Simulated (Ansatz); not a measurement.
# Resistivity from frozen vibrations: Hf(0001) with 2 thermally displaced layers, 2x2, part 2 of 2

Wanted: the phonon-limited resistivity of Hf at 300 K by the Landauer route. The measured value for the pure metal at this temperature is 34 µΩ cm (CRC Handbook of Chemistry and Physics, 84th ed., 2003, Electrical Resistivity of Pure Metals).

Ansatz 0.2.0; Ansatz plane-wave DFT, PBE, PAW files; ballistic transport by layer matching (Landauer), zero bias; PAW set soft_1.

So far. Step 2 (With 2 displaced layers): Over the solved energies the transmission per spin lies between 2.41 and 2.58, out of 2.71 channels of the lead on average (up to 2.84).

### Step 3. With 6 displaced layers

Each atom of 6 layers is moved at random, by amounts drawn from a normal law 0.0627 Å wide in each direction from the Debye model (252 K) at 300 K. A fresh draw is used; the growth of the resistance with length is what counts.

System of this step: Hf(0001) with 6 thermally displaced layers, 2x2. The cell holds 64 atoms: 64 Hf. Its edges and angles: a = 6.393 Å, b = 6.393 Å, c = 40.462 Å, α = 90.0°, β = 90.0°, γ = 120.0°. It derives from Hf. Regions: lead, 40 atoms (40 Hf); scattering region, 24 atoms (24 Hf). The structure is stacked along c, and the current runs across the ab planes.

Input file input.yaml:

```yaml
crystal:
  lattice:
    - [6.3934, 0.0, 0.0]
    - [-3.1967, 5.5368468166, 0.0]
    - [0.0, 0.0, 40.4624]
  atoms:
    - { symbol: Hf, position: [0.1666666667, 0.3333333333, 0.03125] }
    - { symbol: Hf, position: [0.1666666667, 0.8333333333, 0.03125] }
    - { symbol: Hf, position: [0.6666666667, 0.3333333333, 0.03125] }
    - { symbol: Hf, position: [0.6666666667, 0.8333333333, 0.03125] }
    - { symbol: Hf, position: [0.3333333333, 0.1666666667, 0.09375] }
    - { symbol: Hf, position: [0.3333333333, 0.6666666667, 0.09375] }
    - { symbol: Hf, position: [0.8333333333, 0.1666666667, 0.09375] }
    - { symbol: Hf, position: [0.8333333333, 0.6666666667, 0.09375] }
    - { symbol: Hf, position: [0.1666666667, 0.3333333333, 0.15625] }
    - { symbol: Hf, position: [0.1666666667, 0.8333333333, 0.15625] }
    - { symbol: Hf, position: [0.6666666667, 0.3333333333, 0.15625] }
    - { symbol: Hf, position: [0.6666666667, 0.8333333333, 0.15625] }
    - { symbol: Hf, position: [0.3333333333, 0.1666666667, 0.21875] }
    - { symbol: Hf, position: [0.3333333333, 0.6666666667, 0.21875] }
    - { symbol: Hf, position: [0.8333333333, 0.1666666667, 0.21875] }
    - { symbol: Hf, position: [0.8333333333, 0.6666666667, 0.21875] }
    - { symbol: Hf, position: [0.1666666667, 0.3333333333, 0.28125] }
    - { symbol: Hf, position: [0.1666666667, 0.8333333333, 0.28125] }
    - { symbol: Hf, position: [0.6666666667, 0.3333333333, 0.28125] }
    - { symbol: Hf, position: [0.6666666667, 0.8333333333, 0.28125] }
    - { symbol: Hf, position: [0.3427203724, 0.1677306414, 0.3425985687] }
    - { symbol: Hf, position: [0.3217092267, 0.6614864007, 0.3440910085] }
    - { symbol: Hf, position: [0.8222542468, 0.1642993431, 0.3435034138] }
    - { symbol: Hf, position: [0.8398489365, 0.6690960497, 0.3443003533] }
    - { symbol: Hf, position: [0.1595249462, 0.3318664441, 0.4074641155] }
    - { symbol: Hf, position: [0.1741793437, 0.8190839858, 0.4085945609] }
    - { symbol: Hf, position: [0.6842790075, 0.3421757465, 0.4066595532] }
    - { symbol: Hf, position: [0.6718403616, 0.8498343358, 0.4092857837] }
    - { symbol: Hf, position: [0.358433214, 0.1815502213, 0.4693034626] }
    - { symbol: Hf, position: [0.32146521, 0.6666162575, 0.4697666598] }
    - { symbol: Hf, position: [0.8229417795, 0.1711384209, 0.4694157149] }
    - { symbol: Hf, position: [0.8334547882, 0.6532655306, 0.4677252443] }
    - { symbol: Hf, position: [0.1557695392, 0.3200942179, 0.5339436983] }
    - { symbol: Hf, position: [0.1636677089, 0.837056414, 0.5308495577] }
    - { symbol: Hf, position: [0.6896580568, 0.348276386, 0.5322308511] }
    - { symbol: Hf, position: [0.6453641402, 0.833922166, 0.5323088009] }
    - { symbol: Hf, position: [0.3396767664, 0.1596735658, 0.5965716854] }
    - { symbol: Hf, position: [0.3166481957, 0.6591798898, 0.5951980793] }
    - { symbol: Hf, position: [0.8451450636, 0.1893285434, 0.5940419531] }
    - { symbol: Hf, position: [0.8249907811, 0.6623936297, 0.5920601801] }
    - { symbol: Hf, position: [0.1577112341, 0.340467952, 0.6571500312] }
    - { symbol: Hf, position: [0.1750847513, 0.8247931582, 0.6588658618] }
    - { symbol: Hf, position: [0.6727590388, 0.3511515407, 0.6555797597] }
    - { symbol: Hf, position: [0.660871541, 0.8361602542, 0.6578473754] }
    - { symbol: Hf, position: [0.3333333333, 0.1666666667, 0.71875] }
    - { symbol: Hf, position: [0.3333333333, 0.6666666667, 0.71875] }
    - { symbol: Hf, position: [0.8333333333, 0.1666666667, 0.71875] }
    - { symbol: Hf, position: [0.8333333333, 0.6666666667, 0.71875] }
    - { symbol: Hf, position: [0.1666666667, 0.3333333333, 0.78125] }
    - { symbol: Hf, position: [0.1666666667, 0.8333333333, 0.78125] }
    - { symbol: Hf, position: [0.6666666667, 0.3333333333, 0.78125] }
    - { symbol: Hf, position: [0.6666666667, 0.8333333333, 0.78125] }
    - { symbol: Hf, position: [0.3333333333, 0.1666666667, 0.84375] }
    - { symbol: Hf, position: [0.3333333333, 0.6666666667, 0.84375] }
    - { symbol: Hf, position: [0.8333333333, 0.1666666667, 0.84375] }
    - { symbol: Hf, position: [0.8333333333, 0.6666666667, 0.84375] }
    - { symbol: Hf, position: [0.1666666667, 0.3333333333, 0.90625] }
    - { symbol: Hf, position: [0.1666666667, 0.8333333333, 0.90625] }
    - { symbol: Hf, position: [0.6666666667, 0.3333333333, 0.90625] }
    - { symbol: Hf, position: [0.6666666667, 0.8333333333, 0.90625] }
    - { symbol: Hf, position: [0.3333333333, 0.1666666667, 0.96875] }
    - { symbol: Hf, position: [0.3333333333, 0.6666666667, 0.96875] }
    - { symbol: Hf, position: [0.8333333333, 0.1666666667, 0.96875] }
    - { symbol: Hf, position: [0.8333333333, 0.6666666667, 0.96875] }
kpoints:
  mp_grid: { grid: [4, 4, 1] }
hamiltonian:
  xc: pbe
  pseudopotentials: { kind: paw, azcp: { folder: soft_1 } }
scf:
  occupations: { method: fermi_dirac, width: 0.1 }
output:
  transmission: { leads: [[0, 8]], kmesh: [8, 8], e_range: [-0.05, 0.05], de: 0.05 }
  write_potential: true
  write_density: true
  volumetric_format: npy
```

Started as:

```bash
$ ansatz run input.yaml --threads 4 --pin off --max-ram 15360MiB --backend cpu --events-out ev --progress --plain --runs-dir out
```

Numbers of over 12 decimals in the logs are rounded to 6 here.

Log:

```text
[...]
Crystal: 64 atoms, lattice volume = 1432.340 Å³
Basis set: ecut = 420 eV, 28059 PW (Γ)
Bands: 999, of which v1, the nominal top of the filled ones, is band 832 counted from 1 (831 counted from 0)
Symmetry: 1 space group operations
[...]
k-points: 10 of 16 (time reversal used)
[...]
SCF iter   1: F=—  HF=-1006228.526421 eV  |F-HF|=—  |Δ(HF+E_count)|=         —  Δρ=3.57e-2  dr2=2.71e1  ethr=3.10e-3  ⟨swp⟩=6.0  Hψ=29729  notcnv=0  defer=285
[...]
SCF iter  12: F=-1006221.197476 eV  HF=-1006221.197476 eV  |F-HF|=8.93e-8  |Δ(HF+E_count)|=   3.11e-8  Δρ=1.30e-6  dr2=7.55e-8  ethr=6.01e-12  ⟨swp⟩=32.9  Hψ=76372  notcnv=0
SCF 1 converged in 12 iterations: F = -1006221.197476 eV  dr2 = 7.55e-8
[...]
transmission: 174 of 1734 steps passed
transmission: 354 of 1734 steps passed
[...]
transmission: 1734 of 1734 steps passed
SCF converged after 12 iterations
Free energy (F): -1006221.197476 eV
[...]
Internal energy: -1006219.456304 eV  (E = F + TS)
E sigma→0 (E₀):  -1006220.326890 eV
Entropy (-TS):   -1.741172 eV (-27.206 meV/atom)
Fermi energy:    18.125415 eV
[...]
--- Band table (eV; the first three rows and the last of 10) ---
  k-point 0: bands = [... 828 lower, 18.8814, 18.9134, 18.9516, 18.9585, 18.9722, 18.9799, 19.0028, 19.0130, ... 163 higher]
  k-point 1: bands = [... 828 lower, 18.3815, 18.4252, 18.4316, 18.4585, 18.4769, 18.4853, 18.4954, 18.5035, ... 163 higher]
  k-point 2: bands = [... 828 lower, 17.7780, 17.8062, 17.8320, 17.8520, 17.9224, 17.9566, 17.9644, 17.9719, ... 163 higher]
  k-point 9: bands = [... 828 lower, 17.7981, 17.8085, 17.8730, 17.8987, 17.9183, 17.9469, 17.9583, 17.9655, ... 163 higher]
--- Transmission ---
  basis      : 313 plane waves across, 51 finite elements along
  points     : 34, standing for a mesh of 8 x 8
[...]
channels       : 2.843750e0 a spin
[...]
junction   : crystal 0 to crystal 0, 0.70 to 36.10 Å
    transmission   : 2.109719e0 a spin
[...]
```

Run time: 32 min. Hardware: 4 threads of Intel Xeon Platinum 8259CL at 2.50GHz (Skylake/Cascade Lake), shared host; peak memory 11 GiB; 2 h of CPU time.

This step gave:

- free energy: -1006221.1975 eV
- energy at zero smearing: -1006220.3269 eV
- transmission per spin nearest the Fermi level: 2.110
- step of the lead's potential: 3 meV

Per spin. The transmission, zone mean by energy, zero at the Fermi level:

```
energy (eV)  transmission, zone mean
    -0.0500                     2.09
     0.0000                     2.11
     0.0500                     1.97
```

Over the solved energies the transmission per spin lies between 1.97 and 2.11, out of 2.71 channels of the lead on average (up to 2.84).

### Step 4. With 10 displaced layers

Each atom of 10 layers is moved at random, by amounts drawn from a normal law 0.0627 Å wide in each direction from the Debye model (252 K) at 300 K. A fresh draw is used; the growth of the resistance with length is what counts.

System of this step: Hf(0001) with 10 thermally displaced layers, 2x2. The cell holds 80 atoms: 80 Hf. Cell: a = 6.393 Å, b = 6.393 Å, c = 50.578 Å, α = 90.0°, β = 90.0°, γ = 120.0°. It derives from Hf. Regions: lead, 40 atoms (40 Hf); scattering region, 40 atoms (40 Hf). The structure is stacked along c, and the current runs across the ab planes.

Input file input.yaml:

```yaml
crystal:
  lattice:
    - [6.3934, 0.0, 0.0]
    - [-3.1967, 5.5368468166, 0.0]
    - [0.0, 0.0, 50.578]
  atoms:
    - { symbol: Hf, position: [0.1666666667, 0.3333333333, 0.025] }
    - { symbol: Hf, position: [0.1666666667, 0.8333333333, 0.025] }
    - { symbol: Hf, position: [0.6666666667, 0.3333333333, 0.025] }
    - { symbol: Hf, position: [0.6666666667, 0.8333333333, 0.025] }
    - { symbol: Hf, position: [0.3333333333, 0.1666666667, 0.075] }
    - { symbol: Hf, position: [0.3333333333, 0.6666666667, 0.075] }
    - { symbol: Hf, position: [0.8333333333, 0.1666666667, 0.075] }
    - { symbol: Hf, position: [0.8333333333, 0.6666666667, 0.075] }
    - { symbol: Hf, position: [0.1666666667, 0.3333333333, 0.125] }
    - { symbol: Hf, position: [0.1666666667, 0.8333333333, 0.125] }
    - { symbol: Hf, position: [0.6666666667, 0.3333333333, 0.125] }
    - { symbol: Hf, position: [0.6666666667, 0.8333333333, 0.125] }
    - { symbol: Hf, position: [0.3333333333, 0.1666666667, 0.175] }
    - { symbol: Hf, position: [0.3333333333, 0.6666666667, 0.175] }
    - { symbol: Hf, position: [0.8333333333, 0.1666666667, 0.175] }
    - { symbol: Hf, position: [0.8333333333, 0.6666666667, 0.175] }
    - { symbol: Hf, position: [0.1666666667, 0.3333333333, 0.225] }
    - { symbol: Hf, position: [0.1666666667, 0.8333333333, 0.225] }
    - { symbol: Hf, position: [0.6666666667, 0.3333333333, 0.225] }
    - { symbol: Hf, position: [0.6666666667, 0.8333333333, 0.225] }
    - { symbol: Hf, position: [0.3315980814, 0.1600400031, 0.2733383199] }
    - { symbol: Hf, position: [0.3224413472, 0.6723557293, 0.2762261872] }
    - { symbol: Hf, position: [0.8256435484, 0.1545076504, 0.2760816399] }
    - { symbol: Hf, position: [0.816748955, 0.6585965902, 0.2757693989] }
    - { symbol: Hf, position: [0.1467990328, 0.3377060324, 0.3242793865] }
    - { symbol: Hf, position: [0.1673093618, 0.8324765889, 0.325250406] }
    - { symbol: Hf, position: [0.669178967, 0.3247505599, 0.3267605002] }
    - { symbol: Hf, position: [0.6785576545, 0.8428821929, 0.3264431874] }
    - { symbol: Hf, position: [0.3458289957, 0.1762194423, 0.3750936553] }
    - { symbol: Hf, position: [0.3185851214, 0.6651383073, 0.3740466236] }
    - { symbol: Hf, position: [0.8208513269, 0.1695916801, 0.3742956058] }
    - { symbol: Hf, position: [0.8173380301, 0.6548626068, 0.3753325505] }
    - { symbol: Hf, position: [0.1776654559, 0.3483001128, 0.4249827607] }
    - { symbol: Hf, position: [0.1848128957, 0.8492033245, 0.4264249771] }
    - { symbol: Hf, position: [0.6504367077, 0.3472388378, 0.4254207661] }
    - { symbol: Hf, position: [0.67292078, 0.8375346623, 0.4254742101] }
    - { symbol: Hf, position: [0.3344329791, 0.1626047014, 0.472644003] }
    - { symbol: Hf, position: [0.327717766, 0.6575705123, 0.4763382491] }
    - { symbol: Hf, position: [0.8309754499, 0.1676113906, 0.4739473959] }
    - { symbol: Hf, position: [0.828263381, 0.6665361424, 0.473159721] }
    - { symbol: Hf, position: [0.1690134972, 0.3321328713, 0.5235309737] }
    - { symbol: Hf, position: [0.1460644216, 0.8391397493, 0.5246313136] }
    - { symbol: Hf, position: [0.6601356437, 0.3306606771, 0.5272504903] }
    - { symbol: Hf, position: [0.666668712, 0.8343136381, 0.5231576177] }
    - { symbol: Hf, position: [0.3546709486, 0.1770502447, 0.5763218598] }
    - { symbol: Hf, position: [0.3389876554, 0.6770408151, 0.5754595779] }
    - { symbol: Hf, position: [0.8384820805, 0.1649442382, 0.5731739529] }
    - { symbol: Hf, position: [0.8324679391, 0.6447679556, 0.5747027348] }
    - { symbol: Hf, position: [0.1587608776, 0.3215308686, 0.6257596179] }
    - { symbol: Hf, position: [0.1622310975, 0.82838912, 0.6256440486] }
    - { symbol: Hf, position: [0.669855462, 0.3490529745, 0.625435429] }
    - { symbol: Hf, position: [0.6510156437, 0.81132931, 0.6233797826] }
    - { symbol: Hf, position: [0.3436991776, 0.1660939603, 0.6746492273] }
    - { symbol: Hf, position: [0.3421809709, 0.6521504128, 0.6742744098] }
    - { symbol: Hf, position: [0.8320193347, 0.1733024799, 0.674177925] }
    - { symbol: Hf, position: [0.8182380712, 0.6485005498, 0.6759036144] }
    - { symbol: Hf, position: [0.1718720908, 0.3279419874, 0.7252023671] }
    - { symbol: Hf, position: [0.1513273921, 0.8279936354, 0.7267071876] }
    - { symbol: Hf, position: [0.6810706379, 0.3594806398, 0.7240247217] }
    - { symbol: Hf, position: [0.6712478157, 0.8311207158, 0.7257010099] }
    - { symbol: Hf, position: [0.3333333333, 0.1666666667, 0.775] }
    - { symbol: Hf, position: [0.3333333333, 0.6666666667, 0.775] }
    - { symbol: Hf, position: [0.8333333333, 0.1666666667, 0.775] }
    - { symbol: Hf, position: [0.8333333333, 0.6666666667, 0.775] }
    - { symbol: Hf, position: [0.1666666667, 0.3333333333, 0.825] }
    - { symbol: Hf, position: [0.1666666667, 0.8333333333, 0.825] }
    - { symbol: Hf, position: [0.6666666667, 0.3333333333, 0.825] }
    - { symbol: Hf, position: [0.6666666667, 0.8333333333, 0.825] }
    - { symbol: Hf, position: [0.3333333333, 0.1666666667, 0.875] }
    - { symbol: Hf, position: [0.3333333333, 0.6666666667, 0.875] }
    - { symbol: Hf, position: [0.8333333333, 0.1666666667, 0.875] }
    - { symbol: Hf, position: [0.8333333333, 0.6666666667, 0.875] }
    - { symbol: Hf, position: [0.1666666667, 0.3333333333, 0.925] }
    - { symbol: Hf, position: [0.1666666667, 0.8333333333, 0.925] }
    - { symbol: Hf, position: [0.6666666667, 0.3333333333, 0.925] }
    - { symbol: Hf, position: [0.6666666667, 0.8333333333, 0.925] }
    - { symbol: Hf, position: [0.3333333333, 0.1666666667, 0.975] }
    - { symbol: Hf, position: [0.3333333333, 0.6666666667, 0.975] }
    - { symbol: Hf, position: [0.8333333333, 0.1666666667, 0.975] }
    - { symbol: Hf, position: [0.8333333333, 0.6666666667, 0.975] }
kpoints:
  mp_grid: { grid: [4, 4, 1] }
hamiltonian:
  xc: pbe
  pseudopotentials: { kind: paw, azcp: { folder: soft_1 } }
scf:
  occupations: { method: fermi_dirac, width: 0.1 }
output:
  transmission: { leads: [[0, 8]], kmesh: [8, 8], e_range: [-0.05, 0.05], de: 0.05 }
  write_potential: true
  write_density: true
  volumetric_format: npy
```

Log:

```text
[...]
Crystal: 80 atoms, lattice volume = 1790.425 Å³
Basis set: ecut = 420 eV, 35125 PW (Γ)
Bands: 1248, of which v1, the nominal top of the filled ones, is band 1040 counted from 1 (1039 counted from 0)
Symmetry: 1 space group operations
[...]
k-points: 10 of 16 (time reversal used)
[...]
SCF iter   1: F=—  HF=-1257785.264948 eV  |F-HF|=—  |Δ(HF+E_count)|=         —  Δρ=3.56e-2  dr2=3.73e1  ethr=3.10e-3  ⟨swp⟩=7.3  Hψ=36156  notcnv=0  defer=438
[...]
SCF iter  13: F=-1257775.991693 eV  HF=-1257775.991693 eV  |F-HF|=1.63e-8  |Δ(HF+E_count)|=   1.02e-8  Δρ=5.80e-7  dr2=1.36e-8  ethr=4.81e-12  ⟨swp⟩=68.4  Hψ=91415  notcnv=0
SCF 1 converged in 13 iterations: F = -1257775.991693 eV  dr2 = 1.36e-8
[...]
transmission: 222 of 2176 steps passed
transmission: 441 of 2176 steps passed
[...]
transmission: 2176 of 2176 steps passed
SCF converged after 13 iterations
Free energy (F): -1257775.991693 eV
[...]
Internal energy: -1257773.749869 eV  (E = F + TS)
E sigma→0 (E₀):  -1257774.870781 eV
Entropy (-TS):   -2.241824 eV (-28.023 meV/atom)
Fermi energy:    18.118831 eV
[...]
--- Band table (eV; the first three rows and the last of 10) ---
  k-point 0: bands = [... 1036 lower, 18.9124, 18.9314, 18.9386, 18.9481, 18.9625, 18.9638, 18.9833, 18.9912, ... 204 higher]
  k-point 1: bands = [... 1036 lower, 18.3773, 18.4363, 18.4460, 18.4607, 18.4712, 18.4737, 18.4788, 18.4916, ... 204 higher]
  k-point 2: bands = [... 1036 lower, 17.7981, 17.8142, 17.8529, 17.8825, 17.8851, 17.8916, 17.9179, 17.9319, ... 204 higher]
  k-point 9: bands = [... 1036 lower, 17.8275, 17.8591, 17.8776, 17.8900, 17.8922, 17.8997, 17.9173, 17.9663, ... 204 higher]
--- Transmission ---
  basis      : 313 plane waves across, 64 finite elements along
  points     : 34, standing for a mesh of 8 x 8
[...]
channels       : 2.843750e0 a spin
[...]
junction   : crystal 0 to crystal 0, 0.70 to 46.22 Å
    transmission   : 1.794072e0 a spin
[...]
```

It took 60 min on 4 threads; peak memory 13 GiB; 3.7 h of CPU time.

Numbers from this step:

| Property | Result |
| --- | --- |
| free energy | -1257775.9917 eV |
| energy at zero smearing | -1257774.8708 eV |
| Fermi energy | 18.12 eV |
| transmission per spin nearest the Fermi level | 1.794 |
| step of the lead's potential | 8.5 meV |

Per spin. The transmission, zone mean by energy, zero at the Fermi level:

```
energy (eV)  transmission, zone mean
    -0.0500                     1.88
     0.0000                     1.79
     0.0500                     1.67
```

Over the solved energies the transmission per spin lies between 1.67 and 1.88, out of 2.71 channels of the lead on average (up to 2.84).

### Step 5. Resistance against length

This step: Ansatz plane-wave DFT, PBE, PAW files; ballistic transport by layer matching (Landauer), zero bias; resistivity from the slope of the area resistance; PAW set soft_1 (Ansatz 0.2.0).

Numbers from this step:

```yaml
resistivity: 36.06 µΩ cm
intercept: -0.02739 fΩ m²
scatter_about_the_fit: 0.009903 fΩ m²
```

Resistance, by row:

```
run  length (Å)      T  channels N  RA (fΩ m²)
 n2       5.058   2.49       2.708       0.148
 n6       15.17  2.057       2.708      0.5337
n10       25.29  1.782       2.708      0.8775
```

The area resistance by length of the displaced region:

```
length of the displaced region (Å)  area resistance (fΩ m²)
                              5.06                    0.148
                             15.17                    0.534
                             25.29                    0.877
```

The area resistance goes from 0.15 to 0.88 fΩ m² between 5.1 and 25.3 Å, a slope of 36 µΩ cm.

By hand from the end points: (0.8775 − 0.1480) fΩ m² / (25.29 − 5.06) Å = 36 µΩ cm, since 1 fΩ m² per Å is 1000 µΩ cm.

### Step 6. Outcome

```json
{
  "resistivity from the slope": "36.1 µΩ cm",
  "area resistance over 5.06 Å": "0.148 fΩ m²",
  "area resistance over 15.2 Å": "0.534 fΩ m²",
  "area resistance over 25.3 Å": "0.877 fΩ m²"
}
```

The slope gives 36 µΩ cm. The points scatter by 0.0099 fΩ m² about the line, with one random draw a length in a 2x2 cell, so the slope is a rough value. The mean square of the displacements drawn is 0.73, 0.99 and 0.93 of the nominal one at the three lengths; with each resistance scaled back by that, the slope is 37 µΩ cm, the value used below. The current runs along the hexagonal axis, while the measured value below is not for that direction. Read with a model of isotropic scattering on a spherical Fermi surface and the lead's 0.59×10¹⁵ S/m², this slope means a mean free path near 37 Å; over these lengths the model's slope is 1.07 times its bulk resistivity, which would be 34 µΩ cm. Uncorrelated displacements put too much weight on short waves, which scatter strongly; with the sideways repeat of a small cell, one draw and three short lengths, the method is good to a factor of two or three. The measured value is 34 µΩ cm (CRC Handbook of Chemistry and Physics, 84th ed., 2003, Electrical Resistivity of Pure Metals); the scaled slope is 1.1 times that and the corrected value 1.0: fair for so small a cell. Spin-orbit coupling is left out, which matters for Hf.

[Logs are printed without paths, hosts, clocks, repeated set-up lines and the standing remarks that a program may print on its own settings, such as how far it seeks lower states.]

[Hosts, paths, dates, database ids (printed as entryN), source tags and the programs' standing remarks are cut or masked in the printed files.]
